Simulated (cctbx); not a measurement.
# Reading a Patterson map

Space group P2_1/m (no. 11), a = 6.5880 Å, b = 11.6620 Å, c = 7.5400 Å, α = 90.00°, β = 92.97°, γ = 90.00°, content Cs2 Mo4 Cl14.

The data are simulated with cctbx, not measured: Mo Kα, λ = 0.71073 Å, to d = 0.75 Å, 50 % of the full sphere, strongest reflection 5000 counts, noise from counting, a 6 % proportional error and a noise floor of 2 counts (s.d.); no absorption.

Patterson synthesis, origin scaled to 1000:

```text
Patterson group P 1 2/m 1
      u       v       w   height  length (A)
  0.000   0.000   0.000   1000.0     0.00
  0.347   0.134   0.500    339.9     4.58
  0.482   0.363   0.238    328.1     5.54
  0.495   0.000   0.265    278.5     3.73
  0.167   0.500   0.258    264.5     6.23
  0.128   0.500   0.739    237.8     6.23
  0.176   0.239   0.265    230.9     3.59
  0.000   0.274   0.000    185.7     3.19
  0.000   0.000   0.500    173.1     3.77
  0.316   0.252   0.003    149.6     3.60
  0.190   0.251   0.735    136.4     3.79
  0.327   0.247   0.474    135.0     4.99
  0.149   0.126   0.770    124.7     2.52
  0.000   0.364   0.500    114.5     5.68
```

**Question.** Which atom pairs make the peaks, and where is the heaviest atom?

A peak at u stands for all pairs with xi − xj = u, with weight Σ ZiZj against Σ Z² = 17152 at the origin. Peak heights follow these weights only roughly, since form factors, motion and series ripples differ, all vectors within 0.55 Å of a peak are counted as merged into it though the farther ones add only part of their weight, and F(000) is left out, which lowers the whole map:

| u | v | w | shortest length (Å) | height | 1000 ΣZiZj/ΣZ² | pairs in the cell |
| --- | --- | --- | --- | --- | --- | --- |
| 0.347 | 0.134 | 0.500 | 4.58 | 340 | 353 | 2 × Cs–Mo, 2 × Mo–Cl |
| 0.482 | 0.363 | 0.238 | 5.53 | 328 | 353 | 2 × Cs–Mo, 2 × Mo–Cl |
| 0.495 | 0.000 | 0.265 | 3.74 | 278 | 387 | 4 × Cs–Cl, 10 × Cl–Cl |
| 0.167 | 0.500 | 0.258 | 6.23 | 264 | 348 | 2 × Mo–Mo, 2 × Cs–Cl, 2 × Cl–Cl |
| 0.128 | 0.500 | 0.739 | 6.23 | 238 | 210 | 1 × Cs–Cs, 2 × Cl–Cl |
| 0.176 | 0.239 | 0.265 | 3.59 | 231 | 313 | 2 × Cs–Cl, 1 × Mo–Mo, 6 × Cl–Cl |
| 0.000 | 0.274 | 0.000 | 3.20 | 186 | 206 | 2 × Mo–Mo |
| 0.000 | 0.000 | 0.500 | 3.77 | 173 | 420 | 4 × Cs–Cl, 12 × Cl–Cl |
| 0.316 | 0.252 | 0.003 | 3.60 | 150 | 210 | 2 × Cs–Cl, 6 × Cl–Cl |
| 0.190 | 0.251 | 0.735 | 3.79 | 136 | 210 | 2 × Cs–Cl, 6 × Cl–Cl |

The table stops at ten peaks or at a height of 45, below which ripples compete. In the model behind the data Cs, the heaviest element, has 1 independent site: (0.9353, 1/4, 0.6319), up to an allowed shift of origin; the Cs–Cs vectors are differences of these positions and their symmetry mates. The whole model:

| atom | mult. | x | y | z | Ueq (Å²) |
| --- | --- | --- | --- | --- | --- |
| Cs1 | 2 | 0.9353 | 1/4 | 0.6319 | 0.0082 |
| Mo1 | 4 | 0.4181 | 0.6140 | 0.8665 | 0.0096 |
| Cl1 | 4 | 0.2584 | 0.5039 | 0.6428 | 0.0138 |
| Cl2 | 4 | 0.2608 | 0.4980 | 0.1006 | 0.0134 |
| Cl3 | 2 | 0.8793 | 1/4 | 0.1379 | 0.0176 |
| Cl4 | 2 | 0.4441 | 1/4 | 0.3545 | 0.0134 |
| Cl5 | 2 | 0.4354 | 1/4 | 0.8953 | 0.0118 |

This is a model crystal, built by substitution and not relaxed, with assumed displacement parameters.

[Logs are printed without paths, hosts, clocks, repeated set-up lines and the standing remarks that a program may print on its own settings, such as how far it seeks lower states.]
